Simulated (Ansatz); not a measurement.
System: BaWO4 (I4_1/a).

```yaml
crystal:
  lattice:
    - [-2.83337, 2.83337, 6.36927]
    - [2.83337, -2.83337, 6.36927]
    - [2.83337, 2.83337, -6.36927]
  atoms:
    - { symbol: Ba, position: [0.25000, 0.75000, 0.50000] }
    - { symbol: Ba, position: [0.50000, 0.50000, 0.00000] }
    - { symbol: W, position: [0.75000, 0.25000, 0.50000] }
    - { symbol: W, position: [0.00000, 0.00000, 0.00000] }
    - { symbol: O, position: [0.15214, 0.04689, 0.35624] }
    - { symbol: O, position: [0.69065, 0.79590, 0.64376] }
    - { symbol: O, position: [0.05935, 0.45410, 0.85624] }
    - { symbol: O, position: [0.54590, 0.40214, 0.60525] }
    - { symbol: O, position: [0.20410, 0.84786, 0.89475] }
    - { symbol: O, position: [0.95311, 0.30935, 0.10525] }
    - { symbol: O, position: [0.79689, 0.94065, 0.39475] }
    - { symbol: O, position: [0.59786, 0.20311, 0.14376] }
```

The cell and positions are those that the Materials Project relaxed with its own functionals (PBE, PBE+U or r2SCAN), kept fixed. Spin-orbit coupling is left out unless a run names it. PAW set soft_2, made with PBE.

Gaps computed with Ansatz 0.2.0 without a self-energy: r2SCAN 5.16 eV, r2SCAN+SOC 5.11 eV and HSE06 6.24 eV. The mean ε∞ by r2SCAN perturbation theory is 3.26.

What gap should G0W0 on r2SCAN give (4×4×4 mesh, 1029 empty bands, screening to 170 eV, default PAW files)?

About 7.09 eV: on its mesh the run moves the gap from 5.16 eV by +1.93 eV. Among the scalar-relativistic levels given, HSE06 is nearest (−0.85 eV). One-shot corrections scale roughly with one over ε∞, here 0.31. Spin-orbit coupling is not in that value; its −0.05 eV at the r2SCAN level would bring it to about 7.04 eV. Bands and cutoff are finite, so the gap stands short of the basis limit, usually by up to a few tenths of an eV; the mesh is an error of its own. The many-body steps are scalar-relativistic: spin-orbit coupling is not in them.

[Long decimals in the printed logs are rounded to 6 places.]

[Logs are printed without paths, hosts, clocks, repeated set-up lines and the standing remarks that a program may print on its own settings, such as how far it seeks lower states.]

[Paths, hosts, dates, memory and timing lines, banners, echoed tables and standing remarks are left out of the program output; an Ansatz launch command may be rebuilt from the run's recorded settings. Measured values are a selection of at most five: reports struck by readers or far from the other reports are left out. None is set beside runs whose start may be inverted or whose files or cutoffs have a known fault.]

[Runs of the session that timed out or met a known fault of the program may be left out.]

[Cells called generated may have been cut or substituted from an entry of the Crystallography Open Database or the Materials Project.]

[Hosts, paths, dates, database ids (printed as entryN), source tags and the programs' standing remarks are cut or masked in the printed files.]

[Where the starting crystal was built by hand or by swapping elements, it need not be the compound's stable phase.]
